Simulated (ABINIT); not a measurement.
# Quasiparticle gap of PbO (P4/nmm) in ABINIT

Wanted: ground state, empty states, screening and self-energy for PbO (P4/nmm).

Method: PBE and many-body steps on it, plane waves, in ABINIT 10.8.3.

This is a report of a sequence of runs, with most program output left out.

The database entry behind the starting cell differs from later determinations by our own check (c about 1 % long), so it need not match the best structure at ambient conditions.

**1. Starting point**

The structure is tetragonal, space group P4/nmm (No. 129). Conventional cell: a = 3.975 Å, b = 3.975 Å, c = 5.023 Å, α = 90.00°, β = 90.00°, γ = 90.00°. Nearest to Pb lie 4 O at 2.32 Å. Nearest to O lie 4 Pb at 2.32 Å. Farther neighbours and most contacts between anions are not listed.

The cell and positions come from the Crystallography Open Database and are kept as given unless a step says otherwise. Spin-orbit coupling is left out unless a step names it.

**2. Ground state**

This step: ABINIT 10.8.3; DFT, PBE, plane waves, norm-conserving pseudopotentials.

The ground-state density comes first.

File run.abi:

```
acell 3*1.0 Angstrom
rprim 
  3.974800000000 0.000000000000 0.000000000000
  0.000000000000 3.974800000000 0.000000000000
  0.000000000000 0.000000000000 5.022700000000
ntypat 2
znucl 82 8
natom 4
typat 1 1 2 2
xred 
  0.000000000000 0.500000000000 0.238514000000
  0.500000000000 0.000000000000 0.761486000000
  0.000000000000 0.000000000000 0.000000000000
  0.500000000000 0.500000000000 0.000000000000
pp_dirpath "pseudos"
pseudos "Pb.upf, O.upf"
ecut 36
ngkpt 6 6 4
nshiftk 1
shiftk 0 0 0
kptopt 1
chksymbreak 0
nband 26
occopt 1
tolvrs 1e-10
nstep 60
prtwf 0
optforces 0
optstress 0
indata_prefix "in"
outdata_prefix "out"
tmpdata_prefix "tmp"
```

Started as:

```sh
$ OMP_NUM_THREADS=1 mpirun -n 8 abinit run.abi > log
```

Run time: 27 s. Hardware: 8 MPI ranks of Arm Neoverse V2, shared host; peak memory 0.69 GiB; 3.6 min of CPU time.

Numbers from this step:

```yaml
total_energy: -4730.2758 eV
gap: 1.154 eV
k_of_the_valence_top: 0, 0, 0
k_of_the_conduction_bottom: 0.5, 0.5, 0
least_direct_gap: 2.145 eV
```

The gap is indirect, with the least direct gap 0.99 eV higher.

**3. Bands along the symmetry lines**

The cheap functional maps the bands first; the places of the edges decide which points the dearer methods must see.

File run.abi:

```
acell 3*1.0 Angstrom
rprim 
  3.974800000000 0.000000000000 0.000000000000
  0.000000000000 3.974800000000 0.000000000000
  0.000000000000 0.000000000000 5.022700000000
ntypat 2
znucl 82 8
natom 4
typat 1 1 2 2
xred 
  0.000000000000 0.500000000000 0.238514000000
  0.500000000000 0.000000000000 0.761486000000
  0.000000000000 0.000000000000 0.000000000000
  0.500000000000 0.500000000000 0.000000000000
pp_dirpath "pseudos"
pseudos "Pb.upf, O.upf"
ecut 36
iscf -2
irdden 1
kptopt 0
nkpt 75
kpt 
  0.00000000 0.00000000 0.00000000
  0.00000000 0.06250000 0.00000000
  0.00000000 0.12500000 0.00000000
  0.00000000 0.18750000 0.00000000
  0.00000000 0.25000000 0.00000000
  0.00000000 0.31250000 0.00000000
  0.00000000 0.37500000 0.00000000
  0.00000000 0.43750000 0.00000000
  0.00000000 0.50000000 0.00000000
  0.06250000 0.50000000 0.00000000
  0.12500000 0.50000000 0.00000000
  0.18750000 0.50000000 0.00000000
  0.25000000 0.50000000 0.00000000
  0.31250000 0.50000000 0.00000000
  0.37500000 0.50000000 0.00000000
  0.43750000 0.50000000 0.00000000
  0.50000000 0.50000000 0.00000000
  0.43750000 0.43750000 0.00000000
  0.37500000 0.37500000 0.00000000
  0.31250000 0.31250000 0.00000000
  0.25000000 0.25000000 0.00000000
  0.18750000 0.18750000 0.00000000
  0.12500000 0.12500000 0.00000000
  0.06250000 0.06250000 0.00000000
  0.00000000 0.00000000 0.00000000
  0.00000000 0.00000000 0.06250000
  0.00000000 0.00000000 0.12500000
  0.00000000 0.00000000 0.18750000
  0.00000000 0.00000000 0.25000000
  0.00000000 0.00000000 0.31250000
  0.00000000 0.00000000 0.37500000
  0.00000000 0.00000000 0.43750000
  0.00000000 0.00000000 0.50000000
  0.00000000 0.06250000 0.50000000
  0.00000000 0.12500000 0.50000000
  0.00000000 0.18750000 0.50000000
  0.00000000 0.25000000 0.50000000
  0.00000000 0.31250000 0.50000000
  0.00000000 0.37500000 0.50000000
  0.00000000 0.43750000 0.50000000
  0.00000000 0.50000000 0.50000000
  0.06250000 0.50000000 0.50000000
  0.12500000 0.50000000 0.50000000
  0.18750000 0.50000000 0.50000000
  0.25000000 0.50000000 0.50000000
  0.31250000 0.50000000 0.50000000
  0.37500000 0.50000000 0.50000000
  0.43750000 0.50000000 0.50000000
  0.50000000 0.50000000 0.50000000
  0.43750000 0.43750000 0.50000000
  0.37500000 0.37500000 0.50000000
  0.31250000 0.31250000 0.50000000
  0.25000000 0.25000000 0.50000000
  0.18750000 0.18750000 0.50000000
  0.12500000 0.12500000 0.50000000
  0.06250000 0.06250000 0.50000000
  0.00000000 0.00000000 0.50000000
  0.00000000 0.50000000 0.00000000
  0.00000000 0.50000000 0.06250000
  0.00000000 0.50000000 0.12500000
  0.00000000 0.50000000 0.18750000
  0.00000000 0.50000000 0.25000000
  0.00000000 0.50000000 0.31250000
  0.00000000 0.50000000 0.37500000
  0.00000000 0.50000000 0.43750000
  0.00000000 0.50000000 0.50000000
  0.50000000 0.50000000 0.00000000
  0.50000000 0.50000000 0.06250000
  0.50000000 0.50000000 0.12500000
  0.50000000 0.50000000 0.18750000
  0.50000000 0.50000000 0.25000000
  0.50000000 0.50000000 0.31250000
  0.50000000 0.50000000 0.37500000
  0.50000000 0.50000000 0.43750000
  0.50000000 0.50000000 0.50000000
istwfk *1
nband 27
nbdbuf 2
tolwfr 1e-08
nstep 40
prtwf 0
prtvol 0
indata_prefix "in"
outdata_prefix "out"
tmpdata_prefix "tmp"
```

The job ended after 26 s (8 MPI ranks; peak memory 0.68 GiB).

This step gave:

| Property | Result |
| --- | --- |
| gap | 1.148 eV |
| k of the valence top | 0.0625, 0.0625, 0 |
| k of the conduction bottom | 0.5, 0.5, 0 |
| least direct gap | 2.145 eV |

The gap is 1.148 eV, −0.007 eV from the run before at this level.

Electronic bands along the path, in eV, zero at the top of the highest filled band:

| point | band 17 | band 18 | band 19 | band 20 | band 21 | band 22 | band 23 | band 24 |
| --- | --- | --- | --- | --- | --- | --- | --- | --- |
| Γ | -1.70 | -1.61 | -1.61 | -0.01 | 2.38 | 5.55 | 5.57 | 5.57 |
| halfway | -2.49 | -2.02 | -1.92 | -0.23 | 3.53 | 3.54 | 5.53 | 5.89 |
| X | -2.96 | -2.96 | -1.68 | -1.68 | 3.36 | 3.36 | 6.62 | 6.62 |
| halfway | -2.18 | -2.18 | -1.42 | -1.42 | 2.49 | 2.49 | 5.40 | 5.40 |
| M | -1.68 | -1.68 | -1.00 | -1.00 | 1.15 | 1.15 | 5.23 | 5.23 |
| halfway | -2.82 | -2.70 | -1.23 | -0.51 | 3.04 | 3.40 | 4.72 | 5.14 |
| Γ | -1.70 | -1.61 | -1.61 | -0.01 | 2.38 | 5.55 | 5.57 | 5.57 |
| halfway | -1.72 | -1.63 | -1.63 | -0.38 | 2.08 | 4.52 | 4.52 | 5.02 |
| Z | -1.74 | -1.64 | -1.64 | -0.99 | 2.02 | 3.96 | 3.96 | 4.28 |
| halfway | -2.32 | -2.04 | -1.14 | -0.96 | 2.29 | 3.12 | 4.59 | 6.56 |
| R | -2.93 | -2.93 | -1.01 | -1.01 | 3.05 | 3.05 | 6.27 | 6.27 |
| halfway | -1.71 | -1.71 | -1.49 | -1.49 | 3.41 | 3.41 | 4.59 | 4.59 |
| A | -2.26 | -2.26 | -1.00 | -1.00 | 3.39 | 3.39 | 4.74 | 4.74 |
| halfway | -2.75 | -1.59 | -1.22 | -1.08 | 2.47 | 3.66 | 3.84 | 6.39 |
| Z | -1.74 | -1.64 | -1.64 | -0.99 | 2.02 | 3.96 | 3.96 | 4.28 |
| jump to X | -2.96 | -2.96 | -1.68 | -1.68 | 3.36 | 3.36 | 6.62 | 6.62 |
| halfway | -2.94 | -2.94 | -1.30 | -1.30 | 3.20 | 3.20 | 6.45 | 6.45 |
| R | -2.93 | -2.93 | -1.01 | -1.01 | 3.05 | 3.05 | 6.27 | 6.27 |
| jump to M | -1.68 | -1.68 | -1.00 | -1.00 | 1.15 | 1.15 | 5.23 | 5.23 |
| halfway | -1.99 | -1.99 | -1.00 | -1.00 | 1.98 | 1.98 | 5.54 | 5.54 |
| A | -2.26 | -2.26 | -1.00 | -1.00 | 3.39 | 3.39 | 4.74 | 4.74 |

**4. Empty states on the mesh, 4×4×2 mesh, 126 bands**

The sums over transitions need many empty states on a uniform mesh; this step solves for them.

File run.abi:

```
acell 3*1.0 Angstrom
rprim 
  3.974800000000 0.000000000000 0.000000000000
  0.000000000000 3.974800000000 0.000000000000
  0.000000000000 0.000000000000 5.022700000000
ntypat 2
znucl 82 8
natom 4
typat 1 1 2 2
xred 
  0.000000000000 0.500000000000 0.238514000000
  0.500000000000 0.000000000000 0.761486000000
  0.000000000000 0.000000000000 0.000000000000
  0.500000000000 0.500000000000 0.000000000000
pp_dirpath "pseudos"
pseudos "Pb.upf, O.upf"
ecut 36
ngkpt 4 4 2
nshiftk 1
shiftk 0 0 0
kptopt 1
chksymbreak 0
iscf -2
irdden 1
istwfk *1
nband 126
nbdbuf 10
tolwfr 1e-09
nstep 60
prtvol 0
indata_prefix "in"
outdata_prefix "out"
tmpdata_prefix "tmp"
```

Run time: 43 s. Hardware: 8 MPI ranks; peak memory 0.68 GiB; 5.7 min of CPU time.

Numbers from this step:

```yaml
gap: 1.154 eV
k_of_the_valence_top: 0, 0, 0
k_of_the_conduction_bottom: 0.5, 0.5, 0
least_direct_gap: 2.145 eV
k_points_computed: 12
lowest_point_of_the_top_converged_band_above_the_valence_top: 58.8947 eV
```

On this mesh the gap is 1.154 eV.

**5. Screening, 4×4×2 mesh, 116 bands, screening to 130.6 eV**

The RPA dielectric matrix is built and inverted for each q.

This step: RPA screening on PBE, plane waves, norm-conserving pseudopotentials.

Changes to run.abi since step 4:

```diff
@@ -22,10 +22,11 @@
 chksymbreak 0
-iscf -2
-irdden 1
 istwfk *1
-nband 126
-nbdbuf 10
-tolwfr 1e-09
-nstep 60
-prtvol 0
+occopt 1
+irdwfk 1
+optdriver 3
+nband 116
+ecuteps 4.8
+inclvkb 2
+awtr 1
+symchi 1
 indata_prefix "in"
```

Wall time 43 s (8 MPI ranks); peak memory 2.5 GiB; 5.7 min of CPU time.

This step gave:

* ε∞ with local fields, on this mesh, along the program's q direction: 6.476
* the same without local fields: 7.417
* plasma frequency: 26.36 eV
* plane waves in the screening matrix: 277

Local fields lower ε∞ by 13 %. On a Γ-centred mesh this coarse the value itself is usually too large, while a short band sum pulls it down.

**6. Self-energy, 4×4×2 mesh, 116 bands, screening to 130.6 eV**

The self-energy is evaluated for the states that the input lists, and the levels follow from it, in one-shot runs by the linearised quasiparticle equation.

This step: G0W0 on PBE, plane waves, norm-conserving pseudopotentials.

Changes to run.abi since step 5:

```diff
@@ -25,8 +25,17 @@
 irdwfk 1
-optdriver 3
+optdriver 4
 nband 116
+gwcalctyp 0
+ecutsigx 36
+symsigma 1
+nkptgw 2
+kptgw 
+  0.0000000000 0.0000000000 0.0000000000
+  0.5000000000 0.5000000000 0.0000000000
+bdgw 
+  18 22
+  19 22
 ecuteps 4.8
-inclvkb 2
-awtr 1
-symchi 1
+irdscr 1
+ppmodel 1
 indata_prefix "in"
```

Elapsed: 8.1 s, on 8 MPI ranks; peak memory 1.9 GiB.

Numbers from this step:

| Item | Value |
| --- | --- |
| G0W0 gap on the points computed | 1.170 eV |
| starting gap on the mesh | 1.154 eV |
| k of the valence top | 0, 0, 0 |
| k of the conduction bottom | 0.5, 0.5, 0 |
| Z at the valence top | 0.785 |
| Z at the conduction bottom | 0.833 |
| least direct G0W0 gap on the computed points | 1.846 eV |

The gap on the mesh goes from 1.15 eV to 1.17 eV, a correction of +0.02 eV.

Limits: finite bands, cutoff and mesh; exchange with frozen shells missing; no spin-orbit coupling; coarse k mesh. v1 is the top filled band, c1 the lowest empty one. Levels before and after the correction, in eV, zero at the valence-band top of each column:

|  | conduction bottom | valence top |
| --- | --- | --- |
| Kohn-Sham | 1.15 | 0.00 |
| G0W0 | 1.17 | 0.00 |

|  | level | energy (eV) |
| --- | --- | --- |
| Kohn-Sham | Γ v3-v2 | -1.607 |
| Kohn-Sham | Γ v1 | 0.000 |
| Kohn-Sham | Γ c1 | 2.390 |
| Kohn-Sham | Γ c2 | 5.561 |
| Kohn-Sham | (0.5 0.5 0) v2-v1 | -0.991 |
| Kohn-Sham | (0.5 0.5 0) c1-c2 | 1.154 |
| G0W0 | Γ v3-v2 | -1.478 |
| G0W0 | Γ v1 | 0.000 |
| G0W0 | Γ c1 | 2.523 |
| G0W0 | Γ c2 | 5.702 |
| G0W0 | (0.5 0.5 0) v2-v1 | -0.676 |
| G0W0 | (0.5 0.5 0) c1-c2 | 1.170 |

**7. Where the time went**

Times are wall times on 8 MPI ranks of Arm Neoverse V2, shared host, good to a factor of about two.

| step | time | share | memory (GiB) |
| --- | --- | --- | --- |
| ground state | 27 s | 18 % | 0.69 |
| bands along the symmetry lines | 26 s | 18 % | 0.68 |
| empty states on the mesh | 43 s | 29 % | 0.68 |
| screening | 43 s | 29 % | 2.5 |
| self-energy | 8.1 s | 6 % | 1.9 |

**8. Outcome**

```
PBE gap              : 1.15 eV, indirect
G0W0 gap on the mesh : 1.17 eV
GW settings          : 4×4×2 mesh, 116 bands, screening to 130.6 eV, Godby-Needs plasmon pole
known limits         : not at the basis limit; exchange with frozen shells missing; no spin-orbit coupling; coarse k mesh
```

G0W0 moves the gap on the mesh from 1.15 eV to 1.17 eV (+0.02 eV), with Z of 0.79 and 0.83 at the edges. Local fields lower the RPA ε∞ on this mesh from 7.42 to 6.48; a Γ-centred mesh this coarse tends to raise both, most where the direct gap is narrow, while a short band sum lowers them. Only 2 of the mesh's irreducible points were corrected, so a valley elsewhere could overtake. Bands and cutoff are finite, so the gap is not at the basis limit. The miss can reach some tenths of an eV and take either sign; the mesh is an error of its own. In the G0W0 run levels were corrected at 2 k points alone, so a gap called «on the mesh» is the least over those, and an edge elsewhere would be missed. The 4×4×2 mesh is coarse for this cell, which bears on the long-range parts of exchange and screening. Where an edge is built on 6p states of lead, bismuth or thallium, scalar-relativistic gaps usually stand too wide, by a few tenths to over one eV. The norm-conserving file of at least one element keeps a d shell over frozen s and p shells of the same row. Exchange with those shells is missing from the self-energy, an error of 0.3 to 0.9 eV in cases checked, whose sign depends on which edge lies on those atoms. The many-body steps are scalar-relativistic: spin-orbit coupling is not in them.

[Paths, hosts, dates, memory and timing lines, banners, echoed tables and standing remarks are left out of the program output.]

[Logs are printed without paths, hosts, clocks, repeated set-up lines and the standing remarks that a program may print on its own settings, such as how far it seeks lower states.]

[Runs of the session that timed out or met a known fault of the program may be left out.]

[Hosts, paths, dates, database ids (printed as entryN), source tags and the programs' standing remarks are cut or masked in the printed files.]

[G0W0 gaps are taken among the corrected bands and points alone; a level outside them can change the order at an edge.]

[Where Ansatz stands beside ABINIT at settings called matched, ABINIT's density can come from a denser mesh and the files from another edition; pairs whose starting gaps differed by over 0.03 eV were left out, so agreement reads better than it is.]
